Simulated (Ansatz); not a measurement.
# Lattice dynamics of Sn2C (model cell, started as antifluorite), part 2 of 2

Wanted: phonon frequencies of Sn2C (model cell, started as antifluorite) and what follows from them.

Ansatz 0.2.0; DFT PBEsol, scalar-relativistic, plane waves, PAW.

So far. Step 4 (Tight relaxation): The forces vanish by symmetry and the pressure is 0.003 GPa, within the tolerances set. The cell now holds 20.41 Å³/atom. The relaxed cell has a = 6.256 Å (conventional setting).

The structure was built from a prototype and need not be the compound's stable phase.

**5. Zone-centre response**

The zone centre comes first: it holds the modes that light can see, as far as symmetry allows. No field response is asked, since the mesh shows no gap.

input.yaml reads:

```yaml
crystal:
  lattice:
    - [0.0, 3.1280718686, 3.1280718686]
    - [3.1280718686, 0.0, 3.1280718686]
    - [3.1280718686, 3.1280718686, 0.0]
  atoms:
    - { symbol: C, position: [0.0, 0.0, 0.0] }
    - { symbol: Sn, position: [0.25, 0.25, 0.25] }
    - { symbol: Sn, position: [0.75, 0.75, 0.75] }
kpoints:
  mp_grid: { grid: [12, 12, 12] }
hamiltonian:
  xc: pbesol
scf:
  occupations: { method: methfessel_paxton, width: 0.2 }
output:
  eigenvalues: true
phonons:
  method: dfpt
```

On the command line:

```bash
> ansatz run input.yaml --threads 4 --pin off --max-ram 7168MiB --backend cpu --events-out ev --progress --plain --runs-dir out
```

Numbers of over 12 decimals in the logs are rounded to 6 here.

The program printed:

```text
zone centre: on kpoints.mp_grid the ground state, and the responses unless they are solved on pairs of k-points, stand on 163 of the mesh's 1728 k-points, reduced under 8 symmetry operations, with k and −k counted as one. Each operation leaves every solved displacement unchanged or reverses it
[...]
Crystal: 3 atoms, lattice volume = 61.215 Å³
Basis set: ecut = 420 eV, 1243 PW (Γ), exchange–correlation on 60×60×60 points (8 copies of the dense FFT grid, shifted against one another)
Bands: 20, of which v1, the nominal top of the filled ones, is band 16 counted from 1 (15 counted from 0)
Symmetry: 48 space group operations
k-points: 163 of 1728 (irreducible under 8 space group operations, time reversal used)
[...]
SCF iter   1: F=—  HF=-12142.222391 eV  |F-HF|=—  |Δ(HF+E_count)|=         —  Δρ=1.18e-2  dr2=1.53e-1  ethr=1.77e-3  ⟨swp⟩=5.4  Hψ=15224  notcnv=0
[...]
SCF iter   9: F=-12142.190232 eV  HF=-12142.190232 eV  |F-HF|=5.46e-12  |Δ(HF+E_count)|=  2.36e-11  S|Δr|=    0.00e0  Δρ=1.35e-7  dr2=9.88e-12  ethr=1.00e-12  ⟨swp⟩=4.5  Hψ=16266  notcnv=0
SCF 1 converged in 9 iterations: F = -12142.190232 eV  dr2 = 9.88e-12
[...]
DFPT response loops at Γ: preconditioner auto → Kerker (q_TF=auto, 2.449 Å⁻¹) (partly filled bands, converged f_vac=0.000); β = 1.00, the filter's whole step (`scf.mixing.beta` (0.50) is not read by the response loops under this deck's `scf.mixing.preconditioner`; to damp them name `kerker` or `kerker_dos`, under which they read `scf.mixing.beta`, and type it under 1.00, their step now; both keys bind the ground state too); Broyden in place of MSR1
SCF converged after 9 iterations
[...]
Free energy (F): -12142.190232 eV
[...]
Internal energy: -12142.192581 eV  (E = F + TS)
E sigma→0 (E₀):  -12142.190819 eV
Entropy (-TS):   0.002349 eV (0.783 meV/atom)
Fermi energy:    10.861168 eV
[...]
--- Band table (eV; the first three rows and the last of 163) ---
  k-point 0: bands = [... 12 lower, 8.9630, 8.9630, 8.9630, 8.9972, 10.1785, 10.1785, 10.1785, 15.5057]
  k-point 1: bands = [... 12 lower, 8.0411, 8.8062, 8.8062, 9.1663, 10.3832, 10.3832, 11.1900, 15.2203]
  k-point 2: bands = [... 12 lower, 6.9360, 8.5195, 8.5195, 9.6762, 10.7748, 10.7748, 12.3983, 14.7711]
  k-point 162: bands = [... 12 lower, 2.9053, 5.5280, 10.3992, 10.3992, 10.4952, 11.7341, 14.7453, 14.7453]
--- Phonons (Γ-DFPT): 2 representative perturbations + reference, on 163 of 1728 k-points (Σ response iterations 6) ---
  k mesh reduced under 8 symmetry operations, with k and −k counted as one. Each operation leaves every solved displacement unchanged or reverses it
  ASR residual: 4.471e-5 → 0.000e0 eV/Å²; symmetrization residual: 6.240e-7 eV/Å²
  ASR residual per site (eV/Å²): 4.47e-5 3.86e-5 3.86e-5
  Γ frequencies (cm⁻¹): -89.26 -89.26 -89.26 0.00 0.00 0.00 125.56 125.56 125.56
  non-analytic LO–TO correction: not included (Born effective charges unavailable; polar crystals: no LO–TO splitting at Γ)
```

It took 16 s on 4 threads of Arm Neoverse V2, shared host; peak memory 0.93 GiB; 61 s of CPU time.

In the SCF lines HF is the Harris–Foulkes energy and dr2 the Hartree energy of the density residual, in eV; the loop may stop once dr2 is under the threshold and the program's other checks hold. Hψ counts applications of the Hamiltonian.

Numbers from this step:

```
sum-rule residual before enforcement                    : 4.47e-5 eV/Å²
point group                                             : m-3m
highest optical mode at the zone centre (no LO-TO term) : 125.6 cm⁻¹
lowest optical zone-centre mode                         : -89.26 cm⁻¹
```

Patterns of degenerate modes are one choice out of their space. Modes at Γ, with each element's share of the kinetic energy (negative means imaginary):

```csv
mode,frequency (cm⁻¹),symmetry,C %,Sn %
1,-89.3,T1u,95,5
2,-89.3,T1u,95,5
3,-89.3,T1u,95,5
4,0.0,acoustic,5,95
5,0.0,acoustic,5,95
6,0.0,acoustic,5,95
7,125.6,T2g,0,100
8,125.6,T2g,0,100
9,125.6,T2g,0,100
```

Displacements in mode 2 (-89.3 cm⁻¹), the largest set to 1:
```
C1   1.00  0.00  0.00
Sn2 -0.05  0.00  0.00
Sn3 -0.05  0.00  0.00
```

Displacements in mode 9 (125.6 cm⁻¹), the largest set to 1:
```
C1   0.00  0.00  0.00
Sn2 -0.01  0.02  1.00
Sn3  0.01 -0.02 -1.00
```

Before it was imposed, the acoustic sum rule was missed by 4.5e-5 eV/Å². Small misses are needed for a sound result but don't prove that mesh and cutoff are converged. The lowest optical mode is imaginary, 89.3i cm⁻¹, so the energy falls along it.

**6. Phonons on a q mesh**

Stability and thermal properties need the whole zone. Linear response on a 4×4×4 q mesh gives force constants as far as a supercell of that size would.

input.yaml, as its differences from that of step 5:

```diff
@@ -19 +19,8 @@
   method: dfpt
+  qmesh: [4, 4, 4]
+  temperatures: { t_max: 1000, t_step: 50 }
+  qpath:
+    path:
+      - [[0.0, 0.0, 0.0], [0.5, 0.0, 0.5], [0.625, 0.25, 0.625]]
+      - [[0.375, 0.375, 0.75], [0.0, 0.0, 0.0], [0.5, 0.5, 0.5], [0.5, 0.25, 0.75], [0.5, 0.0, 0.5]]
+    npoints: 10
```

The program printed:

```text
Warning: phonons: the dynamical matrix that this run interpolates holds no multipole term above the dipole-dipole one, and a site of this crystal is no centre of inversion, so its interpolated transverse optical and acoustic branches and sound speeds can stay off near Gamma, and the density of states and the thermodynamics with them. What a run solves at a wave vector of phonons.qpoints, Gamma apart, where the deck admits one, is free of this, and under fd what a larger phonons.supercell samples
[...]
Crystal: 3 atoms, lattice volume = 61.215 Å³
Basis set: ecut = 420 eV, 1243 PW (Γ), exchange–correlation on 60×60×60 points (8 copies of the dense FFT grid, shifted against one another)
Bands: 20, of which v1, the nominal top of the filled ones, is band 16 counted from 1 (15 counted from 0)
Symmetry: 48 space group operations
k-points: 72 of 1728
[...]
SCF iter   1: F=—  HF=-12142.222407 eV  |F-HF|=—  |Δ(HF+E_count)|=         —  Δρ=1.18e-2  dr2=1.53e-1  ethr=1.77e-3  ⟨swp⟩=5.3  Hψ=6731  notcnv=0
[...]
SCF iter  10: F=-12142.190232 eV  HF=-12142.190232 eV  |F-HF|=3.64e-12  |Δ(HF+E_count)|=  3.64e-12  S|Δr|=    0.00e0  Δρ=1.75e-8  dr2=1.50e-13  ethr=1.00e-12  ⟨swp⟩=5.1  Hψ=5631  notcnv=0
SCF 1 converged in 10 iterations: F = -12142.190232 eV  dr2 = 1.50e-13
[...]
SCF iter   6: F=-12142.190232 eV  HF=-12142.190232 eV  |F-HF|=9.09e-12  |Δ(HF+E_count)|=  5.46e-12  S|Δr|=    0.00e0  Δρ=9.92e-8  dr2=6.80e-12  ethr=1.00e-12  ⟨swp⟩=2.0  Hψ=2509  notcnv=0
SCF 2 converged in 6 iterations: F = -12142.190232 eV  dr2 = 6.80e-12
phonons: the bands overlap, so this run is a metal and interpolates without the dipole-dipole term. If the crystal is really an insulator or semiconductor, its LO-TO splitting is missing
NSCF: frozen V_eff on 72 k-points
[...]
DFPT response loops at q = (0, 0, 0) (fractional): preconditioner auto → Kerker (q_TF=auto, 2.449 Å⁻¹) (partly filled bands, converged f_vac=0.000); β = 1.00, the filter's whole step (`scf.mixing.beta` (0.50) is not read by the response loops under this deck's `scf.mixing.preconditioner`; to damp them name `kerker` or `kerker_dos`, under which they read `scf.mixing.beta`, and type it under 1.00, their step now; both keys bind the ground state too); Broyden in place of MSR1
[...]
SCF converged after 10 iterations
[...]
Free energy (F): -12142.190232 eV
[...]
Internal energy: -12142.192581 eV  (E = F + TS)
E sigma→0 (E₀):  -12142.190819 eV
Entropy (-TS):   0.002349 eV (0.783 meV/atom)
Fermi energy:    10.861168 eV
[...]
--- Band table (eV; the first three rows and the last of 72) ---
  k-point 0: bands = [... 12 lower, 8.9630, 8.9630, 8.9630, 8.9972, 10.1785, 10.1785, 10.1785, 15.5057]
  k-point 1: bands = [... 12 lower, 8.0411, 8.8062, 8.8062, 9.1663, 10.3832, 10.3832, 11.1900, 15.2203]
  k-point 2: bands = [... 12 lower, 6.9360, 8.5195, 8.5195, 9.6762, 10.7748, 10.7748, 12.3983, 14.7711]
  k-point 71: bands = [... 12 lower, 2.9053, 5.5280, 10.3992, 10.3992, 10.4952, 11.7341, 14.7453, 14.7453]
--- Phonons (Γ-DFPT): 2 representative perturbations + reference (Σ response iterations 6) ---
  ASR residual: 7.518e-6 → 0.000e0 eV/Å²; symmetrization residual: 8.732e-7 eV/Å²
  ASR residual per site (eV/Å²): 4.87e-7 7.52e-6 7.52e-6
  Γ frequencies (cm⁻¹): -89.26 -89.26 -89.26 0.00 0.00 0.00 125.56 125.56 125.56
--- Phonons (arbitrary-q DFPT): 8 irreducible q on the 4×4×4 mesh ---
  q = [0.0000, 0.0000, 0.0000] (star 1, of the zone-centre solve; hermiticity 4.95e-7, symmetrization 4.31e-12): -89.26 -89.26 -89.26 -0.00 -0.00 -0.00 125.56 125.56 125.56
  q = [0.0000, 0.0000, 0.2500] (star 8, 2 solved perturbations on 936 of 1728 k-point pairs; hermiticity 2.26e-7, symmetrization 4.98e-12): -130.23 -130.23 -110.28 44.94 44.94 62.52 113.75 113.75 114.45
[...]
q = [0.0000, 0.2500, 0.2500] (star 6, 4 solved perturbations in 1608 linear systems a pass and spin channel, the states on 510 of 1728 k-point pairs; hermiticity 5.82e-7, symmetrization 1.11e-12): -174.76 -174.76 -153.40 -25.32 -25.32 82.19 99.71 128.76 128.76
[...]
sum rule: each row above includes the acoustic sum rule's correction from the zone centre's row sums; it moved no ω² by more than (0.13 cm⁻¹)²
  mesh force constants: q→R imaginary residual 9.69e-18; ASR residual 7.518e-6 → 0.000e0 eV/Å²; symmetrization residual 1.332e-15 eV/Å²
  interpolated dispersion: 62 rows × 9 modes
  density of states and harmonic sums: on the 20×20×20 q-mesh, interpolated from the force constants of a 4×4×4 supercell (no non-analytic term)
  largest difference from the sums on the solved wave vectors: F 7.51e-2 eV, S 9.21e-5 and C_V 1.71e-5 eV/K
  zero-point energy: 0.028693 eV/cell   skipped modes (ω ≤ 0): 1020, of them read as no rigid motion or as one in doubt: 1017 (3.927e0 modes/cell left out, lowest -271.07 cm⁻¹)   left out of the sums: 4.36e-1 of the cell's modes: C_V's classical limit lies that fraction below 3 k_B per atom; for a crystal, a wire or a layer, F and S can be off by more, and a phonons.interpolated_qmesh denser along its periods is the remedy for the sampling
```

Run time: 9.4 min. Hardware: 4 threads; peak memory 4.3 GiB.

This step gave:

```yaml
sum_rule_residual_before_enforcement: 7.52e-6 eV/Å²
lowest_frequency_on_the_path: -270.3 cm⁻¹
highest_frequency_on_the_path_or_at_a_solved_wavevector: 139.1 cm⁻¹
lowest_mode_on_the_q_mesh_acoustic_modes_at_gamma_apart: -264.9 cm⁻¹
```

Frequencies (cm⁻¹) solved at each irreducible wavevector; negative means imaginary. Frequencies by wavevector, by row:

```
q in reciprocal lattice units  star  mode 1  mode 2  mode 3  mode 4  mode 5  mode 6  mode 7  mode 8  mode 9
                        0 0 0     1   -89.3   -89.3   -89.3       0       0       0   125.6   125.6   125.6
                     0 0 0.25     8  -130.2  -130.2  -110.3    44.9    44.9    62.5   113.8   113.8   114.5
                     0 0 -0.5     4  -263.4  -187.8  -187.8    83.1    83.1    85.4    89.2    89.2   102.4
                  0 0.25 0.25     6  -174.8  -174.8  -153.4   -25.3   -25.3    82.2    99.7   128.8   128.8
                  0 0.25 -0.5    24  -264.9  -210.1  -156.9    -3.5    39.1    44.6   117.7   118.1   127.7
                 0 0.25 -0.25    12  -202.8  -167.1  -149.4   -38.3    84.4    84.5    92.1    95.7   130.8
                  0 -0.5 -0.5     3  -236.1  -236.1    -189   -50.1   -30.6   -30.6   128.1   128.1   139.1
              0.25 -0.5 -0.25     6  -230.2  -224.7  -224.7   -56.4   -28.9    84.5    84.5   134.1   136.9
```

Interpolated from a 4×4×4 q mesh. Phonon branches along the path, in cm⁻¹:

| point | branch 1 | branch 2 | branch 3 | branch 4 | branch 5 | branch 6 | branch 7 | branch 8 | branch 9 |
| --- | --- | --- | --- | --- | --- | --- | --- | --- | --- |
| Γ | -89 | -89 | -89 | 0 | 0 | 0 | 126 | 126 | 126 |
| halfway | -175 | -175 | -153 | -25 | -25 | 82 | 100 | 129 | 129 |
| X | -236 | -236 | -189 | -50 | -31 | -31 | 128 | 128 | 139 |
| halfway | -243 | -233 | -192 | -52 | -18 | -16 | 125 | 126 | 139 |
| U | -251 | -216 | -196 | -52 | 38 | 38 | 118 | 119 | 137 |
| jump to K | -251 | -216 | -196 | -52 | 38 | 38 | 118 | 119 | 137 |
| halfway | -144 | -137 | -135 | -28 | 71 | 80 | 101 | 103 | 127 |
| Γ | -89 | -89 | -89 | 0 | 0 | 0 | 126 | 126 | 126 |
| halfway | -130 | -130 | -110 | 45 | 45 | 62 | 114 | 114 | 114 |
| L | -263 | -188 | -188 | 83 | 83 | 85 | 89 | 89 | 102 |
| halfway | -270 | -190 | -170 | 1 | 42 | 87 | 88 | 118 | 127 |
| W | -230 | -225 | -225 | -56 | -29 | 84 | 84 | 134 | 137 |
| halfway | -241 | -234 | -198 | -54 | -29 | 38 | 116 | 130 | 139 |
| X | -236 | -236 | -189 | -50 | -31 | -31 | 128 | 128 | 139 |

The phonon branches as a text plot (rows in cm⁻¹):

```
    131 |**********************************          ************
    114 |  **   *        ****    ****     *****   *****     ***
     96 |    ***            *****             ********     *
     79 |    ***             ****             ****** *******
     62 |   *   *          **   ****        ***    **       *
     45 |  *     *        **      ***     ***       ***      *
     28 | *              *          *    ***         * *      *
     11 |               *            *  **              *
     -6 |**                          ***              *
    -23 |  *************        *****                    ********
    -40 |           *       ****                       **
    -57 |            *******                             ********
    -74 |                                ***
    -91 |***                      *******
   -108 |  **                    ****    ** *
   -125 |                        ***       **
   -142 |    **                **            *
   -159 |      *             ***             **      *
   -176 |      ***          ****               **  ** **
   -194 |         ***********                 *  ********    ****
   -211 |       *         *  **                          * **
   -228 |        *********  *                  *         ********
   -245 |             ******                             *  *****
   -262 |                                       *********
         Γ           X  U|K            Γ         L        W     X
```

Tetrahedra on a 20×20×20 mesh, mean over bins of 5 cm-1. Interpolated from a 4×4×4 q mesh. The phonon density of states by wavenumber; read off at these points:

| wavenumber (cm⁻¹) | phonon density of states (1/cm⁻¹/cell) |
| --- | --- |
| -272 | 2.6e-4 |
| -262 | 0.0149 |
| -252 | 0.0197 |
| -238 | 0.0152 |
| -228 | 0.0152 |
| -218 | 0.0144 |
| -208 | 0.0161 |
| -192 | 0.0266 |
| -188 | 0.0319 |
| -182 | 0.0257 |
| -172 | 0.0246 |
| -162 | 0.0247 |
| -152 | 0.0208 |
| -138 | 0.0169 |
| -128 | 0.00959 |
| -118 | 0.00624 |
| -108 | 0.00448 |
| -98 | 0.00347 |
| -82 | 0.00212 |
| -72 | 2.0e-5 |
| -62 | 0 |
| -52 | 0.0167 |
| -38 | 0.0150 |
| -28 | 0.0276 |
| -18 | 0.0172 |
| -8 | 0.0113 |
| 2 | 0.0104 |
| 18 | 0.0122 |
| 28 | 0.0170 |
| 38 | 0.0224 |
| 48 | 0.0256 |
| 58 | 0.0285 |
| 72 | 0.0329 |
| 82 | 0.0443 |
| 92 | 0.0465 |
| 102 | 0.0459 |
| 118 | 0.0634 |
| 128 | 0.118 |
| 138 | 0.0297 |

The partial phonon density of states has structure finer than the step of the table below, so its rows give means over 10 cm⁻¹, whole bins alone (the curve runs from -281 to 153 cm⁻¹). Peaks (cm⁻¹: height): C -248.1: 0.0226, -215.3: 0.0182, -190.7: 0.0296, -174.3: 0.0286, -158.0: 0.0275, -144.3: 0.0233; Sn -26.9: 0.0292, 126.0: 0.101.

Phonopy on the run's constants, 15x15x15 mesh, Gaussian sigma 3.1 cm-1. Interpolated from a 4×4×4 q mesh. Partial phonon density of states against wavenumber; means over each step; values in 1/cm⁻¹/cell:

| wavenumber (cm⁻¹) | C | Sn |
| --- | --- | --- |
| -270 | 0.00801 | 3.5e-6 |
| -260 | 0.0149 | 1.9e-5 |
| -250 | 0.0198 | 3.9e-5 |
| -240 | 0.0181 | 3.0e-5 |
| -230 | 0.0156 | 2.0e-5 |
| -220 | 0.0155 | 2.4e-5 |
| -210 | 0.0146 | 3.1e-5 |
| -200 | 0.0202 | 7.2e-5 |
| -190 | 0.0277 | 1.0e-4 |
| -180 | 0.0249 | 1.2e-4 |
| -170 | 0.0254 | 1.5e-4 |
| -160 | 0.0250 | 1.9e-4 |
| -150 | 0.0180 | 1.6e-4 |
| -140 | 0.0194 | 1.7e-4 |
| -130 | 0.0115 | 9.4e-5 |
| -120 | 0.00664 | 9.9e-5 |
| -110 | 0.00518 | 1.1e-4 |
| -100 | 0.00334 | 8.4e-5 |
| -90 | 0.00266 | 9.3e-5 |
| -80 | 0.00155 | 5.9e-5 |
| -70 | 1.7e-4 | 1.1e-5 |
| -60 | 1.3e-6 | 0.00256 |
| -50 | 0 | 0.0157 |
| -40 | 7.0e-6 | 0.0160 |
| -30 | 1.7e-5 | 0.0234 |
| -20 | 3.7e-5 | 0.0235 |
| -10 | 4.3e-5 | 0.0133 |
| 0 | 1.2e-5 | 0.00240 |
| 10 | 2.7e-5 | 0.00703 |
| 20 | 4.1e-5 | 0.0145 |
| 30 | 4.5e-5 | 0.0210 |
| 40 | 6.0e-5 | 0.0236 |
| 50 | 6.5e-5 | 0.0263 |
| 60 | 7.8e-5 | 0.0287 |
| 70 | 8.7e-5 | 0.0325 |
| 80 | 9.6e-5 | 0.0356 |
| 90 | 1.1e-4 | 0.0398 |
| 100 | 1.3e-4 | 0.0445 |
| 110 | 1.9e-4 | 0.0526 |
| 120 | 3.2e-4 | 0.0754 |
| 130 | 2.7e-4 | 0.0811 |
| 140 | 4.1e-5 | 0.0186 |

Symmetry leaves 8 wavevectors to solve. The lowest mode among them, the acoustic zeros apart, lies at q = (0, 0.25, -0.5) and is imaginary, 264.9i cm⁻¹, so the energy falls along it. Between them the interpolated path dips to 270i cm⁻¹.

**7. Isotope substitution, element C, natural mass 12.011 amu**

An isotope changes the mass and not the force constants, so no new electronic calculation is needed; the shifts show which modes move this element.

The same force constants with the mass of C changed from 12.011 to 13.003 u (phonopy, no LO-TO term). Both lists are sorted by frequency; levels can cross, so a row need not hold one and the same mode. Modes under 3 cm⁻¹ are left out. Isotope shifts, by row:

```
          q  rank  natural mass (cm⁻¹)  changed mass (cm⁻¹)
      0 0 0     1               -89.26               -85.96
      0 0 0     2               -89.26               -85.96
      0 0 0     3               -89.26               -85.96
      0 0 0     7                125.6                125.6
      0 0 0     8                125.6                125.6
      0 0 0     9                125.6                125.6
   0 0 0.25     1               -130.2               -125.2
   0 0 0.25     2               -130.2               -125.2
   0 0 0.25     3               -110.3                 -106
   0 0 0.25     4                44.94                44.94
   0 0 0.25     5                44.94                44.94
   0 0 0.25     6                62.52                62.52
   0 0 0.25     7                113.8                113.7
   0 0 0.25     8                113.8                113.7
   0 0 0.25     9                114.5                114.4
   0 0 -0.5     1               -263.4               -253.2
   0 0 -0.5     2               -187.8               -180.5
   0 0 -0.5     3               -187.8               -180.5
   0 0 -0.5     4                83.07                83.07
   0 0 -0.5     5                83.07                83.07
   0 0 -0.5     6                85.37                85.37
   0 0 -0.5     7                89.17                89.17
   0 0 -0.5     8                89.17                89.17
   0 0 -0.5     9                102.4                102.4
0 0.25 0.25     1               -174.8                 -168
0 0.25 0.25     2               -174.8                 -168
0 0.25 0.25     3               -153.4               -147.5
0 0.25 0.25     4               -25.32               -25.32
0 0.25 0.25     5               -25.32               -25.32
0 0.25 0.25     6                82.19                82.19
0 0.25 0.25     7                99.71                 99.7
0 0.25 0.25     8                128.8                128.7
0 0.25 0.25     9                128.8                128.7
```

A mode of this element alone would shift by -3.89 %. The highest zone-centre frequency without the field goes from 125.6 to 125.6 cm⁻¹ (+0.0 %).

**8. Another isotope, element Sn, natural mass 118.71 amu**

The same for Sn, from 118.71 to 123.91 u.

A mode of this element alone would shift by -2.12 %. The highest zone-centre frequency without the field goes from 125.6 to 122.9 cm⁻¹ (-2.1 %).

**9. What came out**

```json
{"space group after relaxation (within 0.01 Å)": "Fm-3m", "volume per atom": "20.4 Å³", "electronic character": "no gap on this mesh", "highest optical mode at the zone centre (no LO-TO term)": "126 cm⁻¹", "lowest optical zone-centre mode": "-89.3 cm⁻¹", "lowest mode on the q mesh (acoustic modes at Γ apart)": "-265 cm⁻¹", "highest frequency on the path or at a solved wavevector": "139 cm⁻¹", "imaginary modes on the 4×4×4 q mesh": "yes"}
```

What this shows: Modes are clearly imaginary (beyond 10i cm⁻¹) at 8 of the 8 irreducible wavevectors, most at q = (0, 0.25, -0.5) (264.9i cm⁻¹), so this structure is not a minimum of the energy. The optical modes at Γ span -89 to 126 cm⁻¹ (negative means imaginary). The highest mode in this list at Γ, 125.6 cm⁻¹, is mostly motion of Sn (100 % of the kinetic energy). With no gap, or one that is small against the smearing, the frequencies hang on the k mesh and the smearing, most of all near Kohn anomalies. Spin-orbit coupling is left out, which can matter for the heavy elements here. The starting cell was built on a prototype and not taken from a measurement, so the phase need not exist. These are harmonic frequencies at zero temperature: anharmonic shifts, linewidths and thermal expansion are left out.

[Logs are printed without paths, hosts, clocks, repeated set-up lines and the standing remarks that a program may print on its own settings, such as how far it seeks lower states.]

[Hosts, paths, dates, database ids (printed as entryN), source tags and the programs' standing remarks are cut or masked in the printed files.]
